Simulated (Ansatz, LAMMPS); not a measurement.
# Elastic response of glassy 77SiO2-6B2O3-8CaO-8MgO (mol %) (142 atoms)

Aim: relax glassy 77SiO2-6B2O3-8CaO-8MgO (mol %) (142 atoms), then change its volume and shape to read moduli from the stress.

Program: Ansatz 0.2.0. Level of theory: Kohn-Sham DFT, PBE, PAW (set soft_2), plane waves. Results are calculated unless marked as measured.

### Step 1. The starting structure

The cell holds 142 atoms: 37 Si, 6 B, 4 Ca, 4 Mg and 91 O. Its edges and angles: a = 12.465 Å, b = 12.465 Å, c = 12.465 Å, α = 90.0°, β = 90.0°, γ = 90.0°. 142 atoms (37 Si, 6 B, 4 Ca, 4 Mg, 91 O) placed at random at 2.31 g/cm³, melted at 3000 K for 20 ps at fixed volume with the Buckingham and Coulomb pair potential of Guillot and Sator (Geochim. Cosmochim. Acta 71, 1249 (2007)) with the boron terms of Wang et al. (J. Non-Cryst. Solids 498, 294 (2018)). Quenched from 3000 K to 300 K at 10 K/ps and fixed volume, held 10 ps at zero pressure.

Limits known from the start: The quench rate of 10 K/ps far exceeds what a furnace or splat quench reaches, so expect more defects and frozen-in strain than in a real sample. The network of bonds at the start is that of the classical potential that made the cell, and needn't be the one that DFT or experiment would give. Only the Γ point is sampled.

### Step 2. Single point at the start

A single point comes first, to see the forces before anything moves.

input.yaml reads:

```yaml
crystal:
  lattice:
    - [12.46512, 0.0, 0.0]
    - [0.0, 12.46512, 0.0]
    - [0.0, 0.0, 12.46512]
  atoms:
    - { symbol: Si, position: [0.11608, 0.17758, 0.48524] }
    - { symbol: Si, position: [0.90438, 0.60351, 0.80532] }
    - { symbol: Si, position: [0.65264, 0.70831, 0.5767] }
    - { symbol: Si, position: [0.95805, 0.53535, 0.50084] }
    - { symbol: Si, position: [0.34931, 0.27288, 0.45683] }
    - { symbol: Si, position: [0.21801, 0.21575, 0.12151] }
    - { symbol: Si, position: [0.562, 0.22081, 0.9004] }
    - { symbol: Si, position: [0.96699, 0.05303, 0.32186] }
    - { symbol: Si, position: [0.83242, 0.38175, 0.76972] }
    - { symbol: Si, position: [0.50366, 0.12347, 0.18667] }
    - { symbol: Si, position: [0.21471, 0.05446, 0.67659] }
    - { symbol: Si, position: [0.39752, 0.78777, 0.06227] }
    - { symbol: Si, position: [0.09259, 0.53091, 0.93648] }
    - { symbol: Si, position: [0.30067, 0.39674, 0.25473] }
    - { symbol: Si, position: [0.96761, 0.81399, 0.67328] }
    - { symbol: Si, position: [0.80193, 0.87695, 0.31364] }
    - { symbol: Si, position: [0.14599, 0.83017, 0.05079] }
    - { symbol: Si, position: [0.21202, 0.80533, 0.61063] }
    - { symbol: Si, position: [0.57418, 0.61629, 0.76732] }
    - { symbol: Si, position: [0.29472, 0.39952, 0.67563] }
    - { symbol: Si, position: [0.44721, 0.541, 0.09987] }
    - { symbol: Si, position: [0.6656, 0.28153, 0.26289] }
    - { symbol: Si, position: [0.62481, 0.28372, 0.65761] }
    - { symbol: Si, position: [0.36233, 0.10971, 0.96896] }
    - { symbol: Si, position: [0.98402, 0.91573, 0.90431] }
    - { symbol: Si, position: [0.05521, 0.36455, 0.6505] }
    - { symbol: Si, position: [0.04793, 0.47435, 0.26636] }
    - { symbol: Si, position: [0.6757, 0.04825, 0.02623] }
    - { symbol: Si, position: [0.57407, 0.88826, 0.43819] }
    - { symbol: Si, position: [0.4028, 0.92352, 0.2782] }
    - { symbol: Si, position: [0.32582, 0.48037, 0.88797] }
    - { symbol: Si, position: [0.03328, 0.30214, 0.98595] }
    [... 104 atom lines left out ...]
    - { symbol: O, position: [0.3079, 0.29178, 0.17759] }
    - { symbol: O, position: [0.26689, 0.78985, 0.0526] }
    - { symbol: O, position: [0.81353, 0.874, 0.18665] }
    - { symbol: O, position: [0.09105, 0.78062, 0.65941] }
    - { symbol: O, position: [0.92976, 0.24989, 0.04032] }
    - { symbol: O, position: [0.31662, 0.59363, 0.82246] }
kpoints:
  mp_grid: { grid: [1, 1, 1] }
hamiltonian:
  xc: pbe
scf:
  occupations: { method: fixed }
output:
  forces: true
```

Launch:

```console
ansatz run input.yaml --threads 4 --pin off --max-ram 8192MiB --backend cpu --events-out ev --progress --plain --runs-dir out
```

Numbers of over 12 decimals in the logs are rounded to 6 here.

Log:

```text
[...]
Pseudopotentials: kind: paw
Pseudopotential: Si, paw, valence charge 4, recommended cutoff 420 eV (normal), Si.paw.azcp
Pseudopotential: B, paw, valence charge 3, recommended cutoff 420 eV (normal), B.paw.azcp
Pseudopotential: Ca, paw, valence charge 10, recommended cutoff 420 eV (normal), Ca.paw.azcp
Pseudopotential: Mg, paw, valence charge 10, recommended cutoff 420 eV (normal), Mg.paw.azcp
Pseudopotential: O, paw, valence charge 6, recommended cutoff 420 eV (normal), O.paw.azcp
[... 5 lines on functional and potentials left out ...]
Crystal: 142 atoms, lattice volume = 1936.821 Å³
Basis set: ecut = 420 eV, 37705 PW (Γ), exchange–correlation on 180×180×180 points (8 copies of the dense FFT grid, shifted against one another)
Bands: 538, of which v1, the nominal top of the filled ones, is band 396 counted from 1 (395 counted from 0)
Symmetry: 1 space group operations
Space group: P1 (ITA 1), of the structure as read, at distance tolerance 1.2e-4 Å
k-points: 1
[... 11 lines on functional and potentials left out ...]
Initial density: superposition of atomic densities (neutral atoms: chi_scale 0, normalization atom), corrected by the library's trained network
Initial wavefunctions: pseudopotential atomic-orbital guess
[...]
SCF iter   1: F=—  HF=-91204.224357 eV  |F-HF|=—  |Δ(HF+E_count)|=         —  Δρ=2.84e-3  dr2=3.71e-1  ethr=1.77e-3  ⟨swp⟩=6.0  Hψ=1889  notcnv=0  defer=140
preconditioner: auto → Resta (q_TF=auto, 2.351 Å⁻¹)  ε∞=3.0  [insulator: Δε(μ)=2.855 eV  Ē_g=16.338 eV  n_scr=436 (ndim 8)  ℏωp=23.1 eV  f_vac=0.188  ε∞_Penn≈3.0]
SCF iter   2: F=—  HF=-91204.156802 eV  |F-HF|=—  |Δ(HF+E_count)|=   6.76e-2  Δρ=1.48e-3  dr2=9.53e-2  ethr=4.69e-5  ⟨swp⟩=3.0  Hψ=828  notcnv=0  defer=140
SCF iter   3: F=—  HF=-91204.137815 eV  |F-HF|=—  |Δ(HF+E_count)|=   1.90e-2  Δρ=7.73e-4  dr2=2.49e-2  ethr=1.20e-5  ⟨swp⟩=4.0  Hψ=684  notcnv=0  defer=122
automatic band count: iteration 3 solves 520 bands in place of 538: the levels show a gap, and the empty bands left out lie too high to hold charge; the band table lists the bands solved (type scf.n_extra_bands for more)
SCF iter   4: F=—  HF=-91204.131386 eV  |F-HF|=—  |Δ(HF+E_count)|=   6.43e-3  Δρ=3.32e-4  dr2=2.67e-3  ethr=3.14e-6  ⟨swp⟩=3.0  Hψ=695  notcnv=0  defer=122
SCF iter   5: F=—  HF=-91204.131171 eV  |F-HF|=—  |Δ(HF+E_count)|=   2.15e-4  Δρ=2.29e-4  dr2=9.29e-4  ethr=3.37e-7  ⟨swp⟩=3.0  Hψ=909  notcnv=0  defer=122
[...]
SCF iter   9: F=—  HF=-91204.135772 eV  |F-HF|=—  |Δ(HF+E_count)|=   2.56e-7  Δρ=3.43e-6  dr2=2.40e-7  ethr=2.16e-10  ⟨swp⟩=2.0  Hψ=796  notcnv=0  defer=122
SCF iter  10: F=-91204.135772 eV  HF=-91204.135772 eV  |F-HF|=2.53e-8  |Δ(HF+E_count)|=   4.49e-8  Δρ=1.87e-6  dr2=6.35e-8  ethr=1.26e-11  ⟨swp⟩=4.0  Hψ=1605  notcnv=0
SCF 1 converged in 10 iterations: F = -91204.135772 eV  dr2 = 6.35e-8
[...]
SCF converged after 10 iterations
Free energy (F): -91204.135772 eV
Harris-Foulkes:  -91204.135772 eV  (|F-HF|=2.53e-8)
Internal energy: -91204.135772 eV  (E = F + TS)
E sigma→0 (E₀):  -91204.135772 eV
Fermi energy:    4.303955 eV
--- Per-component energies (eV) ---
[...]
Σ components = -91204.135772   (vs F -91204.135772, Δ=0.00e0)
--- Forces (eV/Å), atoms counted from 1 ---
  atom   1  Si     1.41771806     0.43267255     2.89329543
  atom   2  Si     1.13612908     0.76767831     2.00023232
  atom   3  Si     2.39728717    -0.76472745    -0.69303938
  atom   4  Si     0.21596804    -1.74943182    -0.43781447
[...]
atom 142  O      0.13958252     1.24613447    -0.18503701
  max |Σ_I F_I| component: 1.07e-4 eV/Å
```

Wall time 12 s (4 threads of Intel Xeon 6975P-C (Granite Rapids), shared host); peak memory 2.7 GiB.

The column dr2 measures how far the density is from self-consistency, as an energy; F and HF (Harris–Foulkes) agree once it is small.

The r.m.s. force at the start is 1.1 eV/Å.

### Step 3. Cell and atoms relaxed

Cell and atoms are freed together, to release stress as well as forces.

input.yaml reads:

```yaml
crystal:
  lattice:
    - [12.46512, 0.0, 0.0]
    - [0.0, 12.46512, 0.0]
    - [0.0, 0.0, 12.46512]
  atoms:
    [... the 142 atom lines of step 2 ...]
kpoints:
  mp_grid: { grid: [1, 1, 1] }
hamiltonian:
  xc: pbe
scf:
  occupations: { method: fixed }
output:
  forces: true
relax:
  f_tol: 0.05
  max_steps: 150
  cell: {}
```

Log:

```text
[...]
Crystal: 142 atoms, lattice volume = 1936.821 Å³
Basis set: ecut = 420 eV, 37705 PW (Γ), exchange–correlation on 180×180×180 points (8 copies of the dense FFT grid, shifted against one another)
Bands: 538, of which v1, the nominal top of the filled ones, is band 396 counted from 1 (395 counted from 0)
Symmetry: 1 space group operations
[...]
k-points: 1
[...]
SCF iter   1: F=—  HF=-91204.224358 eV  |F-HF|=—  |Δ(HF+E_count)|=         —  Δρ=2.84e-3  dr2=3.71e-1  ethr=1.77e-3  ⟨swp⟩=6.0  Hψ=1889  notcnv=0  defer=140
[...]
SCF iter   5: F=—  HF=-91204.131185 eV  |F-HF|=—  |Δ(HF+E_count)|=   2.15e-4  Δρ=2.29e-4  dr2=9.29e-4  ethr=3.37e-7  ⟨swp⟩=3.0  Hψ=909  notcnv=0  defer=122
[...]
SCF iter   9: F=—  HF=-91204.135772 eV  |F-HF|=—  |Δ(HF+E_count)|=   2.55e-7  Δρ=3.43e-6  dr2=2.40e-7  ethr=2.16e-10  ⟨swp⟩=2.0  Hψ=796  notcnv=0  defer=122
SCF iter  10: F=-91204.135772 eV  HF=-91204.135772 eV  |F-HF|=2.52e-8  |Δ(HF+E_count)|=   4.49e-8  Δρ=1.87e-6  dr2=6.35e-8  ethr=1.26e-11  ⟨swp⟩=4.0  Hψ=1605  notcnv=0
SCF 1 converged in 10 iterations: F = -91204.135772 eV  dr2 = 6.35e-8
[...]
relax step   1: F+E_penalty+E_count = -91204.13577155 eV  Δ(F+E_penalty+E_count) = +0.000e0 eV  max|allowed force component| = 3.605e0 eV/Å  Δτ_max = 0.0000 Å  P = +0.094 GPa  Ω = 1936.821 Å³  (10 SCF iters, dr2 threshold 1.00e-7 eV, accepted)
[... from here on, the SCF cycles and remarks between the steps are left out ...]
relax step   2: F+E_penalty+E_count = -91209.34006198 eV  Δ(F+E_penalty+E_count) = -5.204e0 eV  max|allowed force component| = 2.318e0 eV/Å  Δτ_max = 0.1949 Å  P = +0.073 GPa  Ω = 1938.641 Å³  energy of the carried Pulay correction = -6.493e-3 eV  (7 SCF iters, dr2 threshold 1.42e-5 eV, accepted)
relax step   3: F+E_penalty+E_count = -91213.17370261 eV  Δ(F+E_penalty+E_count) = -3.834e0 eV  max|allowed force component| = 1.932e0 eV/Å  Δτ_max = 0.1942 Å  P = +0.221 GPa  Ω = 1944.878 Å³  energy of the carried Pulay correction = -2.870e-2 eV  (8 SCF iters, dr2 threshold 1.42e-5 eV, accepted)
relax step   4: F+E_penalty+E_count = -91214.11835191 eV  Δ(F+E_penalty+E_count) = -9.446e-1 eV  max|allowed force component| = 7.251e-1 eV/Å  Δτ_max = 0.2000 Å  P = +0.053 GPa  Ω = 1960.896 Å³  energy of the carried Pulay correction = -8.539e-2 eV  (7 SCF iters, dr2 threshold 1.42e-5 eV, accepted)
relax step   5: F+E_penalty+E_count = -91214.72795283 eV  Δ(F+E_penalty+E_count) = -6.096e-1 eV  max|allowed force component| = 5.233e-1 eV/Å  Δτ_max = 0.1939 Å  P = -0.150 GPa  Ω = 1975.588 Å³  energy of the carried Pulay correction = -1.370e-1 eV  (7 SCF iters, dr2 threshold 1.42e-5 eV, accepted)
relax step   6: F+E_penalty+E_count = -91215.13679052 eV  Δ(F+E_penalty+E_count) = -4.088e-1 eV  max|allowed force component| = 4.380e-1 eV/Å  Δτ_max = 0.2000 Å  P = -0.014 GPa  Ω = 1982.451 Å³  energy of the carried Pulay correction = -1.610e-1 eV  (7 SCF iters, dr2 threshold 1.42e-5 eV, accepted)
relax step   7: F+E_penalty+E_count = -91215.37921328 eV  Δ(F+E_penalty+E_count) = -2.424e-1 eV  max|allowed force component| = 6.095e-1 eV/Å  Δτ_max = 0.2000 Å  P = -0.107 GPa  Ω = 1994.491 Å³  energy of the carried Pulay correction = -2.028e-1 eV  (7 SCF iters, dr2 threshold 1.20e-5 eV, accepted)
relax step   8: F+E_penalty+E_count = -91215.46576326 eV  Δ(F+E_penalty+E_count) = -8.655e-2 eV  max|allowed force component| = 3.355e-1 eV/Å  Δτ_max = 0.0773 Å  P = -0.082 GPa  Ω = 1998.616 Å³  energy of the carried Pulay correction = -2.171e-1 eV  (7 SCF iters, dr2 threshold 1.42e-5 eV, accepted)
relax step   9: F+E_penalty+E_count = -91215.68906063 eV  Δ(F+E_penalty+E_count) = -2.233e-1 eV  max|allowed force component| = 5.576e-1 eV/Å  Δτ_max = 0.2000 Å  P = +0.159 GPa  Ω = 2000.235 Å³  energy of the carried Pulay correction = -2.227e-1 eV  (7 SCF iters, dr2 threshold 7.04e-6 eV, accepted)
relax step  10: F+E_penalty+E_count = -91215.78442939 eV  Δ(F+E_penalty+E_count) = -9.537e-2 eV  max|allowed force component| = 6.114e-1 eV/Å  Δτ_max = 0.1968 Å  P = -0.155 GPa  Ω = 2010.490 Å³  energy of the carried Pulay correction = -2.580e-1 eV  (7 SCF iters, dr2 threshold 1.42e-5 eV, accepted)
relax step  11: F+E_penalty+E_count = -91215.85288498 eV  Δ(F+E_penalty+E_count) = -6.846e-2 eV  max|allowed force component| = 2.800e-1 eV/Å  Δτ_max = 0.0972 Å  P = +0.004 GPa  Ω = 2011.142 Å³  energy of the carried Pulay correction = -2.603e-1 eV  (6 SCF iters, dr2 threshold 1.42e-5 eV, accepted)
relax step  12: F+E_penalty+E_count = -91215.89390942 eV  Δ(F+E_penalty+E_count) = -4.102e-2 eV  max|allowed force component| = 3.687e-1 eV/Å  Δτ_max = 0.2000 Å  P = -0.108 GPa  Ω = 2011.599 Å³  energy of the carried Pulay correction = -2.618e-1 eV  (8 SCF iters, dr2 threshold 4.90e-6 eV, accepted)
[...]
relax step  17: F+E_penalty+E_count = -91215.97581380 eV  Δ(F+E_penalty+E_count) = -5.561e-3 eV  max|allowed force component| = 1.968e-1 eV/Å  Δτ_max = 0.0284 Å  P = -0.018 GPa  Ω = 2008.748 Å³  energy of the carried Pulay correction = -2.520e-1 eV  (11 SCF iters, accepted)
relax step  18: F+E_penalty+E_count = -91215.97811579 eV  Δ(F+E_penalty+E_count) = -2.302e-3 eV  max|allowed force component| = 1.641e-1 eV/Å  Δτ_max = 0.0500 Å  P = +0.001 GPa  Ω = 2008.480 Å³  energy of the carried Pulay correction = -2.511e-1 eV  (7 SCF iters, dr2 threshold 2.42e-6 eV, accepted)
relax step  19: F+E_penalty+E_count = -91215.97452478 eV  Δ(F+E_penalty+E_count) = +3.591e-3 eV  max|allowed force component| = 1.751e-1 eV/Å  Δτ_max = 0.0750 Å  P = +0.050 GPa  Ω = 2005.993 Å³  energy of the carried Pulay correction = -2.425e-1 eV  (7 SCF iters, dr2 threshold 1.68e-6 eV, rejected (line search))
relax step  20: F+E_penalty+E_count = -91215.98685626 eV  Δ(F+E_penalty+E_count) = -8.740e-3 eV  max|allowed force component| = 2.737e-2 eV/Å  Δτ_max = 0.0375 Å  P = -0.008 GPa  Ω = 2007.975 Å³  energy of the carried Pulay correction = -2.494e-1 eV  (10 SCF iters, accepted)
relax step  21: F+E_penalty+E_count = -91216.39307414 eV  Δ(F+E_penalty+E_count) = -4.062e-1 eV  max|allowed force component| = 2.664e-2 eV/Å  Δτ_max = 0.0000 Å  P = +0.305 GPa  Ω = 2007.975 Å³  stress off target by 5.61e-1 GPa  SCF on the basis re-selected at this cell (its energy is not comparable with the rows above)  (8 SCF iters)
relax step  22: F+E_penalty+E_count = -91216.36875471 eV  Δ(F+E_penalty+E_count) = +2.432e-2 eV  max|allowed force component| = 1.209e-1 eV/Å  Δτ_max = 0.0375 Å  P = -0.077 GPa  Ω = 2021.088 Å³  energy of the carried Pulay correction = -4.309e-2 eV  (8 SCF iters, dr2 threshold 7.86e-7 eV, accepted)
relax step  23: F+E_penalty+E_count = -91216.37505370 eV  Δ(F+E_penalty+E_count) = -6.299e-3 eV  max|allowed force component| = 3.751e-1 eV/Å  Δτ_max = 0.0563 Å  P = +0.020 GPa  Ω = 2019.164 Å³  energy of the carried Pulay correction = -3.676e-2 eV  (7 SCF iters, dr2 threshold 9.14e-7 eV, rejected (line search))
relax step  24: F+E_penalty+E_count = -91216.38216969 eV  Δ(F+E_penalty+E_count) = -1.341e-2 eV  max|allowed force component| = 5.733e-2 eV/Å  Δτ_max = 0.0274 Å  P = -0.011 GPa  Ω = 2019.497 Å³  energy of the carried Pulay correction = -3.787e-2 eV  (10 SCF iters, accepted)
relax step  25: F+E_penalty+E_count = -91216.38363976 eV  Δ(F+E_penalty+E_count) = -1.470e-3 eV  max|allowed force component| = 5.877e-2 eV/Å  Δτ_max = 0.0238 Å  P = +0.006 GPa  Ω = 2019.457 Å³  energy of the carried Pulay correction = -3.775e-2 eV  (7 SCF iters, dr2 threshold 2.05e-7 eV, accepted)
relax step  26: F+E_penalty+E_count = -91216.38537923 eV  Δ(F+E_penalty+E_count) = -1.739e-3 eV  max|allowed force component| = 3.511e-2 eV/Å  Δτ_max = 0.0422 Å  P = +0.007 GPa  Ω = 2019.430 Å³  energy of the carried Pulay correction = -3.774e-2 eV  (7 SCF iters, dr2 threshold 2.16e-7 eV, accepted)
relax step  27: F+E_penalty+E_count = -91216.42217595 eV  Δ(F+E_penalty+E_count) = -3.680e-2 eV  max|allowed force component| = 3.504e-2 eV/Å  Δτ_max = 0.0000 Å  P = +0.045 GPa  Ω = 2019.430 Å³  stress off target by 9.83e-2 GPa  SCF on the basis re-selected at this cell (its energy is not comparable with the rows above)  (7 SCF iters)
relax step  28: F+E_penalty+E_count = -91216.41795555 eV  Δ(F+E_penalty+E_count) = +4.220e-3 eV  max|allowed force component| = 6.315e-2 eV/Å  Δτ_max = 0.0518 Å  P = -0.009 GPa  Ω = 2021.209 Å³  energy of the carried Pulay correction = -5.992e-3 eV  (9 SCF iters, dr2 threshold 2.42e-8 eV, accepted)
relax step  29: F+E_penalty+E_count = -91216.41524484 eV  Δ(F+E_penalty+E_count) = +2.711e-3 eV  max|allowed force component| = 1.084e-1 eV/Å  Δτ_max = 0.0169 Å  P = -0.029 GPa  Ω = 2021.837 Å³  energy of the carried Pulay correction = -8.119e-3 eV  (7 SCF iters, dr2 threshold 2.49e-7 eV, rejected (line search))
relax step  30: F+E_penalty+E_count = -91216.42004083 eV  Δ(F+E_penalty+E_count) = -2.085e-3 eV  max|allowed force component| = 2.982e-2 eV/Å  Δτ_max = 0.0085 Å  P = -0.002 GPa  Ω = 2020.931 Å³  energy of the carried Pulay correction = -5.087e-3 eV  (9 SCF iters, accepted)
relax step  31: F+E_penalty+E_count = -91216.42502612 eV  Δ(F+E_penalty+E_count) = -4.985e-3 eV  max|allowed force component| = 2.981e-2 eV/Å  Δτ_max = 0.0000 Å  P = +0.000 GPa  Ω = 2020.931 Å³  stress off target by 1.00e-2 GPa  SCF on the basis re-selected at this cell (its energy is not comparable with the rows above)  (5 SCF iters)
[...]
SCF converged after 5 iterations
Free energy (F): -91216.425026 eV
[...]
Internal energy: -91216.425026 eV  (E = F + TS)
E sigma→0 (E₀):  -91216.425026 eV
Fermi energy:    3.034438 eV
[...]
Σ components = -91216.425026   (vs F -91216.425026, Δ=0.00e0)
--- Forces (eV/Å), atoms counted from 1 ---
  atom   1  Si    -0.00272689    -0.00205051     0.00031128
  atom   2  Si    -0.00244803    -0.00001065    -0.00460858
  atom   3  Si     0.00413326     0.00612110     0.00430213
  atom   4  Si     0.00097642    -0.00023993    -0.00415547
[...]
atom 142  O      0.00008287    -0.00221032     0.00293046
  max |Σ_I F_I| component: 2.08e-5 eV/Å
--- Stress (GPa, compression-positive) ---
        0.000893       0.005751       0.000683
        0.005752       0.005714      -0.003786
        0.000683      -0.003784      -0.006423
  P = ⅓ Tr σ = 0.0001 GPa (0.001 kbar)
--- Relaxed structure (28 steps of the walk, 23 accepted, 3 SCFs on fresh bases) ---
  F+E_penalty+E_count = -91216.42502612 eV   max|allowed force component| = 2.981e-2 eV/Å   (the final SCF, on the basis selected at the relaxed cell)
  cell:  # Å, volume = 2020.9310 Å³
    - [12.677859, 0.141667, -0.015820]
    - [0.141667, 12.954534, 0.018508]
    - [-0.015820, 0.018508, 12.306612]
  atoms:
    - { symbol: Si, position: [0.115938, 0.181878, 0.495307] }
    - { symbol: Si, position: [0.906989, 0.590184, 0.818137] }
    - { symbol: Si, position: [0.649123, 0.727065, 0.573265] }
    - { symbol: Si, position: [0.934427, 0.532050, 0.483426] }
[...]
- { symbol: O, position: [0.303711, 0.602531, 0.809367] }
```

Wall time 5.7 min (4 threads); peak memory 2.9 GiB; 22 min of CPU time.

The relaxation converged after 28 steps, with a largest force component of 0.030 eV/Å.

[end of part 1 of 3]

[Logs are printed without paths, hosts, clocks, repeated set-up lines and the standing remarks that a program may print on its own settings, such as how far it seeks lower states.]

[Hosts, paths, dates, database ids (printed as entryN), source tags and the programs' standing remarks are cut or masked in the printed files.]
